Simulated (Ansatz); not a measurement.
## H-SiC-H chair monolayer in a perpendicular field

What dipole does a perpendicular field induce in the H-SiC-H chair monolayer, and does the gap follow? A positive field points along +c.

Program: Ansatz 0.2.0. Level of theory: plane-wave DFT, PBE-D3(BJ), Ansatz PAW (set soft_1); PAW set soft_1. Results are calculated unless marked as measured.

### Step 1. Set-up

The cell holds 4 atoms: 2 H, 1 C and 1 Si. Cell: a = 3.086 Å, b = 3.086 Å, c = 37.213 Å, α = 90.0°, β = 90.0°, γ = 120.0°. Vacuum lies along c.

### Step 2. Relaxation

The starting cell is a guess, so the in-plane lattice and the atoms are relaxed first, with the slab cut off from its images along the normal.

Contents of input.yaml:

```yaml
crystal:
  lattice:
    - [3.0855, 0.0, 0.0]
    - [-1.54275, 2.6721213834, 0.0]
    - [0.0, 0.0, 37.2133333312]
  atoms:
    - { symbol: H, position: [0.6666666667, 0.3333333333, 0.458169115] }
    - { symbol: C, position: [0.6666666667, 0.3333333333, 0.4869222501] }
    - { symbol: Si, position: [0.3333333333, 0.6666666667, 0.5036725188] }
    - { symbol: H, position: [0.3333333333, 0.6666666667, 0.541830885] }
  periodic: [true, true, false]
kpoints:
  mp_grid: { grid: [12, 12, 1] }
hamiltonian:
  xc: pbe
  dispersion: d3bj
  pseudopotentials: { kind: paw, azcp: { folder: soft_1 } }
scf:
  occupations: { method: fermi_dirac, width: 0.05 }
  convergence: { dr2_threshold: 1.0e-09 }
relax:
  f_tol: 0.004
  max_steps: 90
  cell: {}
output:
  write_potential: true
  write_density: true
  volumetric_format: npy
```

Command:

```sh
> ansatz run input.yaml --threads 2 --pin off --max-ram 3072MiB --backend cpu --events-out ev --progress --plain --runs-dir out
```

Numbers of over 12 decimals in the logs are rounded to 6 here.

The log of the run:

```text
Warning: relax.cell: scf.convergence.dr2_threshold = 1e-9 eV is looser than the 2.32612896704e-10 eV advised for a relaxation that steers and ends on the stress (1e-10 eV for each atom of the cell: 4, times the square of relax.cell.stress_2d_tol = 0.05 N/m over 13.1 Å (the atoms' height at the walk's start and 5 Å past either face), 3.813e-2 GPa, over a crystal's default 0.05). What an SCF threshold leaves in a stress goes as its square root, and in the free energy as the threshold itself, and one threshold admits the most on a small cell: [figures from the program's tests cut] Set scf.convergence.dr2_threshold to 2.32612896704e-10 eV or tighter. [rest of the remark cut]
Engine: ansatz 0.2.0, aarch64-unknown-linux-gnu
Pseudopotentials: kind: paw
Pseudopotential: H, paw, valence charge 1, recommended cutoff 420 eV (normal), soft_1/H.paw.azcp
Pseudopotential: C, paw, valence charge 4, recommended cutoff 420 eV (normal), soft_1/C.paw.azcp
Pseudopotential: Si, paw, valence charge 4, recommended cutoff 420 eV (normal), soft_1/Si.paw.azcp
Functional definition: PBE
  parameter kappa = 0.804
  parameter beta = 0.066725
  exchange = pbe_x(kappa = kappa, mu = beta*pi^2/3)
  correlation = pbe_c(beta = beta)
Crystal: 4 atoms, lattice volume = 306.818 Å³
Basis set: ecut = 420 eV, 5981 PW (Γ), exchange–correlation on 48×48×500 points (8 copies of the dense FFT grid, shifted against one another)
Bands: 9, of which v1, the nominal top of the filled ones, is band 5 counted from 1 (4 counted from 0)
Symmetry: 6 space group operations
Space group: P3m1 (ITA 156), of the structure as read, at distance tolerance 6.7e-5 Å
k-points: 19 of 144 (time reversal used)
Non-local potential: H, projectors of the file, l = 0: 2, l = 1: 1
Non-local potential: C, projectors of the file, l = 0: 2, l = 1: 2, l = 2: 1
Non-local potential: Si, projectors of the file, l = 0: 2, l = 1: 2, l = 2: 1
PAW form: soft (Blöchl's): semilocal exchange-correlation on the pseudo side does not see the compensation charge
PAW one-centre angular grid: H, 110 points (default); XC on 64 Gauss nodes
PAW one-centre angular grid: C, 110 points (default); XC on 64 Gauss nodes
PAW one-centre angular grid: Si, 110 points (default); XC on 64 Gauss nodes
Initial density: superposition of atomic densities (neutral atoms: chi_scale 0, normalization atom)
Initial wavefunctions: pseudopotential atomic-orbital guess
Functional: x = pbe(κ = 0.804, μ = 0.219515), c = pbe(β = 0.066725)
SCF iter   1: F=—  HF=-922.095107 eV  |F-HF|=—  |Δ(HF+E_count)|=         —  Δρ=4.78e-2  dr2=8.69e0  ethr=3.10e-3  ⟨swp⟩=14.5  Hψ=2556  notcnv=0
preconditioner: auto → Resta (q_TF=auto, 1.542 Å⁻¹)  ε∞=1.2  [insulator: Δε(μ)=6.035 eV  Ē_g=13.779 eV  σ=0.050 eV  W_gap=1.00  n_scr=18 (ndim 8)  ℏωp=6.7 eV  f_vac=0.813  D(μ)=0.00/eV (n_scr^D=0)  ε∞_Penn≈1.2  vacuum switching on, ρ_ref=1.4e-2 e/Å³]
SCF iter   2: F=—  HF=-919.522935 eV  |F-HF|=—  |Δ(HF+E_count)|=    2.57e0  Δρ=1.92e-2  dr2=9.33e-1  ethr=3.10e-3  ⟨swp⟩=5.5  Hψ=804  notcnv=0
SCF iter   3: F=—  HF=-919.314914 eV  |F-HF|=—  |Δ(HF+E_count)|=   2.08e-1  Δρ=7.66e-3  dr2=2.12e-1  ethr=3.10e-3  ⟨swp⟩=5.1  Hψ=609  notcnv=0
SCF iter   4: F=—  HF=-919.286144 eV  |F-HF|=—  |Δ(HF+E_count)|=   2.88e-2  Δρ=3.31e-3  dr2=8.88e-2  ethr=2.12e-3  ⟨swp⟩=4.4  Hψ=567  notcnv=0
SCF iter   5: F=—  HF=-919.264535 eV  |F-HF|=—  |Δ(HF+E_count)|=   2.16e-2  Δρ=8.05e-4  dr2=4.60e-3  ethr=8.88e-4  ⟨swp⟩=4.1  Hψ=465  notcnv=0
SCF iter   6: F=—  HF=-919.264185 eV  |F-HF|=—  |Δ(HF+E_count)|=   3.50e-4  Δρ=1.81e-4  dr2=7.95e-5  ethr=4.60e-5  ⟨swp⟩=3.8  Hψ=436  notcnv=0
SCF iter   7: F=—  HF=-919.264227 eV  |F-HF|=—  |Δ(HF+E_count)|=   4.24e-5  Δρ=5.76e-5  dr2=9.36e-6  ethr=7.95e-7  ⟨swp⟩=3.0  Hψ=317  notcnv=0
SCF iter   8: F=—  HF=-919.264227 eV  |F-HF|=—  |Δ(HF+E_count)|=   3.52e-7  Δρ=9.65e-6  dr2=3.06e-7  ethr=9.36e-8  ⟨swp⟩=2.8  Hψ=290  notcnv=0
SCF iter   9: F=—  HF=-919.264216 eV  |F-HF|=—  |Δ(HF+E_count)|=   1.11e-5  Δρ=1.02e-6  dr2=6.74e-9  ethr=3.06e-9  ⟨swp⟩=3.1  Hψ=322  notcnv=0
SCF iter  10: F=-919.264216 eV  HF=-919.264216 eV  |F-HF|=2.15e-10  |Δ(HF+E_count)|=  4.48e-10  Δρ=3.07e-7  dr2=3.73e-10  ethr=1.00e-11  ⟨swp⟩=11.5  Hψ=1163  notcnv=0
SCF 1 converged in 10 iterations: F = -919.264216 eV  dr2 = 3.73e-10
  greatest PAW one-centre occupation: 0.650 electrons in one spin orbital (limit 2), on the C atom at site 1 (counted from 0), in its partial waves of l = 0
relax step   1: F+E_penalty+E_count = -919.26421635 eV  Δ(F+E_penalty+E_count) = +0.000e0 eV  max|allowed force component| = 2.120e0 eV/Å  Δτ_max = 0.0000 Å  P = +0.696 N/m  Ω = 306.818 Å³  fix = [c, alpha, beta]  reactions: c +0.000 N/m  (10 SCF iters, accepted)
Crystal: 4 atoms, lattice volume = 311.644 Å³
Basis set: ecut = 420 eV, 6065 PW (Γ), exchange–correlation on 48×48×500 points (8 copies of the dense FFT grid, shifted against one another)
Initial density: handed on by an earlier stage of this run
Initial wavefunctions: those handed on with the density
iter 1 solved again at ethr=2.75e-4 eV; its pass at ethr=3.10e-3 eV (dr2=2.75e-2 eV) is discarded
SCF iter   1: F=—  HF=-919.349645 eV  |F-HF|=—  |Δ(HF+E_count)|=         —  Δρ=2.07e-3  dr2=2.75e-2  ethr=2.75e-4  ⟨swp⟩=1.9  Hψ=1833  notcnv=0
preconditioner: auto → Resta (q_TF=auto, 1.538 Å⁻¹)  ε∞=1.3  [insulator: Δε(μ)=3.662 eV  Ē_g=11.416 eV  σ=0.050 eV  W_gap=1.00  n_scr=18 (ndim 8)  ℏωp=6.7 eV  f_vac=0.836  D(μ)=0.00/eV (n_scr^D=0)  ε∞_Penn≈1.3  vacuum switching on, ρ_ref=9.5e-3 e/Å³]
SCF iter   2: F=—  HF=-919.344117 eV  |F-HF|=—  |Δ(HF+E_count)|=   5.53e-3  Δρ=1.17e-3  dr2=7.58e-3  ethr=2.75e-4  ⟨swp⟩=5.2  Hψ=529  notcnv=0
SCF iter   3: F=—  HF=-919.342502 eV  |F-HF|=—  |Δ(HF+E_count)|=   1.61e-3  Δρ=5.42e-4  dr2=6.27e-4  ethr=7.58e-5  ⟨swp⟩=3.2  Hψ=384  notcnv=0
SCF iter   4: F=—  HF=-919.342446 eV  |F-HF|=—  |Δ(HF+E_count)|=   5.59e-5  Δρ=1.31e-4  dr2=5.24e-5  ethr=6.27e-6  ⟨swp⟩=2.9  Hψ=289  notcnv=0
SCF iter   5: F=—  HF=-919.342429 eV  |F-HF|=—  |Δ(HF+E_count)|=   1.76e-5  Δρ=3.19e-5  dr2=2.60e-6  ethr=5.24e-7  ⟨swp⟩=2.8  Hψ=297  notcnv=0
SCF iter   6: F=—  HF=-919.342433 eV  |F-HF|=—  |Δ(HF+E_count)|=   4.50e-6  Δρ=7.67e-6  dr2=3.81e-7  ethr=2.60e-8  ⟨swp⟩=3.0  Hψ=334  notcnv=0
SCF iter   7: F=—  HF=-919.342418 eV  |F-HF|=—  |Δ(HF+E_count)|=   1.50e-5  Δρ=1.42e-6  dr2=4.61e-9  ethr=3.81e-9  ⟨swp⟩=2.7  Hψ=268  notcnv=0
SCF iter   8: F=-919.342418 eV  HF=-919.342418 eV  |F-HF|=1.53e-11  |Δ(HF+E_count)|=   6.29e-9  Δρ=2.61e-7  dr2=3.64e-10  ethr=1.00e-11  ⟨swp⟩=11.8  Hψ=1240  notcnv=0
SCF 2 converged in 8 iterations: F = -919.342418 eV  dr2 = 3.64e-10
[...]
SCF iter   4: F=—  HF=-919.352632 eV  |F-HF|=—  |Δ(HF+E_count)|=   8.39e-6  Δρ=4.40e-5  dr2=1.05e-5  ethr=8.87e-7  ⟨swp⟩=2.6  Hψ=275  notcnv=0
SCF iter   5: F=—  HF=-919.352629 eV  |F-HF|=—  |Δ(HF+E_count)|=   2.61e-6  Δρ=2.02e-5  dr2=1.11e-6  ethr=1.05e-7  ⟨swp⟩=2.5  Hψ=267  notcnv=0
SCF iter   6: F=—  HF=-919.352618 eV  |F-HF|=—  |Δ(HF+E_count)|=   1.09e-5  Δρ=4.40e-6  dr2=5.32e-8  ethr=1.11e-8  ⟨swp⟩=2.8  Hψ=277  notcnv=0
SCF iter   7: F=—  HF=-919.352618 eV  |F-HF|=—  |Δ(HF+E_count)|=   5.11e-8  Δρ=7.29e-7  dr2=1.61e-9  ethr=5.32e-10  ⟨swp⟩=2.8  Hψ=283  notcnv=0
SCF iter   8: F=-919.352618 eV  HF=-919.352618 eV  |F-HF|=9.66e-12  |Δ(HF+E_count)|=   7.47e-9  Δρ=1.60e-7  dr2=6.91e-11  ethr=1.00e-11  ⟨swp⟩=10.5  Hψ=1097  notcnv=0
SCF 3 converged in 8 iterations: F = -919.352618 eV  dr2 = 6.91e-11
  greatest PAW one-centre occupation: 0.648 electrons in one spin orbital (limit 2), on the C atom at site 1 (counted from 0), in its partial waves of l = 0
relax step   3: F+E_penalty+E_count = -919.35261836 eV  Δ(F+E_penalty+E_count) = -1.020e-2 eV  max|allowed force component| = 1.121e-1 eV/Å  Δτ_max = 0.0248 Å  P = -0.008 N/m  Ω = 311.494 Å³  energy of the carried Pulay correction = -6.458e-4 eV  fix = [c, alpha, beta]  reactions: c -0.000 N/m  (8 SCF iters, accepted)
[...]
relax step   4: F+E_penalty+E_count = -919.35276774 eV  Δ(F+E_penalty+E_count) = -1.494e-4 eV  max|allowed force component| = 3.683e-3 eV/Å  Δτ_max = 0.0026 Å  P = -0.031 N/m  Ω = 311.756 Å³  energy of the carried Pulay correction = -6.816e-4 eV  fix = [c, alpha, beta]  reactions: c -0.000 N/m  (6 SCF iters, accepted)
Initial wavefunctions: pseudopotential atomic-orbital guess (no wavefunctions were taken with the density)
iter 1 solved again at ethr=1.50e-6 eV; its pass at ethr=3.10e-3 eV (dr2=1.50e-4 eV) is discarded
SCF iter   1: F=—  HF=-919.351855 eV  |F-HF|=—  |Δ(HF+E_count)|=         —  Δρ=6.99e-5  dr2=4.19e-7  ethr=1.50e-6  ⟨swp⟩=4.9  Hψ=2974  notcnv=0
eigensolver tolerance schedule: the retry pair's looser diagonalisation over-reported the residual by 357.94 of it (diagonalisation noise at 0.21 of the residual, at the tolerance the schedule requests for it); recorded, not acted on — ethr = c·dr2/N_el stays at c = 1.0e-1
preconditioner: auto → Resta (q_TF=auto, 1.538 Å⁻¹)  ε∞=1.3  [insulator: Δε(μ)=3.704 eV  Ē_g=11.390 eV  σ=0.050 eV  W_gap=1.00  n_scr=18 (ndim 8)  ℏωp=6.7 eV  f_vac=0.834  D(μ)=0.00/eV (n_scr^D=0)  ε∞_Penn≈1.3  vacuum switching on, ρ_ref=9.4e-3 e/Å³]
SCF iter   2: F=—  HF=-919.352860 eV  |F-HF|=—  |Δ(HF+E_count)|=   1.00e-3  Δρ=3.50e-5  dr2=1.25e-7  ethr=4.19e-9  ⟨swp⟩=3.5  Hψ=440  notcnv=0
SCF iter   3: F=—  HF=-919.353441 eV  |F-HF|=—  |Δ(HF+E_count)|=   5.82e-4  Δρ=5.06e-6  dr2=1.74e-7  ethr=1.25e-9  ⟨swp⟩=3.2  Hψ=367  notcnv=0
SCF iter   4: F=—  HF=-919.353468 eV  |F-HF|=—  |Δ(HF+E_count)|=   2.67e-5  Δρ=8.57e-7  dr2=2.26e-9  ethr=1.25e-9  ⟨swp⟩=2.7  Hψ=275  notcnv=0
iter 5 met the thresholds in force, and the SCF goes on: an eigenvalue changes by 12.62 meV, over its tolerance of 1.02 meV (output.eigenvalues, Limitations)
SCF iter   5: F=-919.353469 eV  HF=-919.353469 eV  |F-HF|=2.74e-7  |Δ(HF+E_count)|=   6.24e-7  Δρ=2.81e-7  dr2=1.53e-10  ethr=1.00e-11  ⟨swp⟩=20.1  Hψ=1871  notcnv=0
iter 6 met the thresholds in force, and the SCF goes on: an eigenvalue changes by 4.35 meV, over its tolerance of 1.02 meV (output.eigenvalues, Limitations)
SCF iter   6: F=-919.353469 eV  HF=-919.353469 eV  |F-HF|=4.27e-9  |Δ(HF+E_count)|=   2.69e-7  Δρ=8.79e-8  dr2=1.24e-11  ethr=1.53e-12  ⟨swp⟩=9.9  Hψ=1307  notcnv=0
Mixer restart at iter 6: flushing history
SCF iter   7: F=-919.353469 eV  HF=-919.353469 eV  |F-HF|=2.61e-12  |Δ(HF+E_count)|=   4.27e-9  Δρ=2.95e-8  dr2=5.62e-12  ethr=1.00e-12  ⟨swp⟩=7.1  Hψ=1064  notcnv=0
SCF 5 converged in 7 iterations: F = -919.353469 eV  dr2 = 5.62e-12
relax step   5: F+E_penalty+E_count = -919.35346886 eV  Δ(F+E_penalty+E_count) = -7.011e-4 eV  max|allowed force component| = 3.534e-3 eV/Å  Δτ_max = 0.0000 Å  P = -0.021 N/m  Ω = 311.756 Å³  fix = [c, alpha, beta]  reactions: c -0.000 N/m  stress off target by 2.09e-2 N/m on what of the cell is left free  SCF on the basis re-selected at this cell (its energy is not comparable with the rows above)  (7 SCF iters)
basis re-selected at this cell: Δ(F+E_penalty+E_count) = -7.011e-4 eV, ΔP = +0.010 N/m vs the last step (what re-selecting the basis moved, of the pressure what is left beyond the Pulay correction that the steps carried, after the strain that the cell walked since its last selection, with what the two solves' SCF thresholds leave and, on support functions, any second-order correction that the steps lacked; it is no m [...]
WARN: The input density's exchange-correlation potential varies sharply where the density is thin. Do not read a vacuum level from v_tot or v_xc, or from such a field of the output density. On a cell that repeats whose density bears no net charge and no dipole along the vacuum's axis use v_es (v_loc + v_h of the components); under efield.dipole_correction with no amplitude use v_es + v_field, which holds any external [...]
SCF converged after 7 iterations
an eigenvalue changed by more than its tolerance at an iteration that met the thresholds in force, so the SCF went on 2 times, its first undamped step at iteration 6: the last check found none over its tolerance
Free energy (F): -919.353469 eV
Harris-Foulkes:  -919.353469 eV  (|F-HF|=2.61e-12)
Internal energy: -919.353469 eV  (E = F + TS)
E sigma→0 (E₀):  -919.353469 eV
Fermi energy:    -3.471488 eV
--- Per-component energies (eV) ---
  E_band       = -105.873452
  E_kinetic    = 158.546403
  E_local      = -9113.019276  (includes V_loc(G=0)·N_el)
  E_nonlocal   = 46.805761
  E_hartree    = 4471.522548
  E_xc         = -122.487015
  E_vxc        = -130.203518  (∫ρ·V_xc dr)
  E_paw        = -612.974779  (= ΣΔE_a)
  E_vpaw       = -11.045861  (= ΣTr[D̂ρ^β])
  E_aug_tail   = -0.002004  (compensation charges beyond the density's cutoff)
  E_ewald      = 4252.597982
  E_disp       = -0.343089  (pairwise vdW)
  E_smearing   = -0.000000  (= −TS)
  E_closure    = 0.000000  (closes the sum)
  Σ components = -919.353469   (vs F -919.353469, Δ=0.00e0)
--- Forces (eV/Å), atoms counted from 1 ---
  atom   1  H      0.00000000    -0.00000000     0.00153867
  atom   2  C      0.00000000     0.00000000    -0.00146202
  atom   3  Si     0.00000000    -0.00000000    -0.00353422
  atom   4  H      0.00000000     0.00000000     0.00345598
  max |Σ_I F_I| component: 1.59e-6 eV/Å
--- 2D stress c σ (N/m, compression-positive) ---
       -0.020904       0.000000       0.000000
        0.000000      -0.020904       0.000000
        0.000000       0.000000      -0.000000
  P = ½ c Tr σ = -0.0209 N/m
--- Band table (eV; the first three rows and the last of 19) ---
  k-point 0: bands = ["-18.8013", "-12.4137", "-7.7476", "-5.3533", "-5.3533", "-1.6125 (-1.6125°)", "-0.7022", "-0.1501", "0.2590"]
  k-point 1: bands = ["-18.6944", "-12.3349", "-7.7143", "-5.9113", "-5.4995", "-1.4844 (-1.4844°)", "-0.5592", "-0.0073", "0.3706"]
  k-point 2: bands = ["-18.3793", "-12.1166", "-7.6825", "-7.1062", "-5.8590", "-1.1213 (-1.1213°)", "-0.1327", "0.4135", "0.5864"]
  k-point 18: bands = ["-15.8389", "-12.0681", "-9.8838", "-9.2942", "-7.5013", "-0.0943", "1.8683", "1.9415", "4.1609"]
  ° read free of the cell's end (the report's vacuum.weakly_bound_levels)
--- Relaxed structure (4 steps of the walk, 4 accepted, 1 SCFs on fresh bases) ---
  F+E_penalty+E_count = -919.35346886 eV   max|allowed force component| = 3.534e-3 eV/Å   (the final SCF, on the basis selected at the relaxed cell)
  cell:  # Å, volume = 311.7556 Å³
    - [3.110230, 0, 0]
    - [-1.555115, 2.693538, 0]
    - [0, 0, 37.2133333312]
  atoms:
    - { symbol: H, position: [0.666667, 0.333333, 0.457555] }
    - { symbol: C, position: [0.666667, 0.333333, 0.487281] }
    - { symbol: Si, position: [0.333333, 0.666667, 0.502788] }
    - { symbol: H, position: [0.333333, 0.666667, 0.542971] }
```

Elapsed: 19 s, on 2 threads of Arm Neoverse V2, shared host; peak memory 0.46 GiB.

Step by step:

```csv
step,energy less that of the first step (eV),largest force component (eV/Å),volume (Å³)
1,0.0000,2.1199,306.82
2,-0.0782,0.5142,311.64
3,-0.0884,0.1121,311.49
4,-0.0886,0.0037,311.76
5*,-0.0893,0.0035,311.76
```

Relaxation steps marked * repeat the geometry before them on a plane-wave basis chosen anew for their cell, so energy and pressure can jump there.

The run keeps the 6 symmetry operations that it works with, so distortions that break them were not tested.

```
cell as run  before  after  change
      a (Å)   3.086  3.110  +0.8 %
      b (Å)   3.086  3.110  +0.8 %
```

The atoms that moved most (Å, along periodic axes as changes of fractional coordinates times the final cell, across vacuum about the mean position):

```csv
atom,dx,dy,dz,length
H4,0.000,0.000,0.042,0.042
Si3,0.000,0.000,-0.033,0.033
H1,0.000,0.000,-0.023,0.023
C2,0.000,0.000,0.013,0.013
```

The relaxed structure:

```xyz
4
Lattice="3.1102 0.0000 0.0000 -1.5551 2.6935 0.0000 0.0000 0.0000 37.2133" Properties=species:S:1:pos:R:3
H     1.5551    0.8978   17.0271
C     1.5551    0.8978   18.1334
Si    0.0000    1.7957   18.7104
H     0.0000    1.7957   20.2058
```

Numbers from this step:

```yaml
gap_on_the_k_mesh: 3.741 eV
```

The lattice constant a goes from 3.086 to 3.110 Å.

(Part 1 of 2 ends here.)

[Logs are printed without paths, hosts, clocks, repeated set-up lines and the standing remarks that a program may print on its own settings, such as how far it seeks lower states.]

[Hosts, paths, dates, database ids (printed as entryN), source tags and the programs' standing remarks are cut or masked in the printed files.]

[Maps of the electrostatic potential energy from Ansatz leave out the sawtooth potential of an applied field or a dipole correction, so their vacuum need not be flat; planar profiles and work functions include it.]
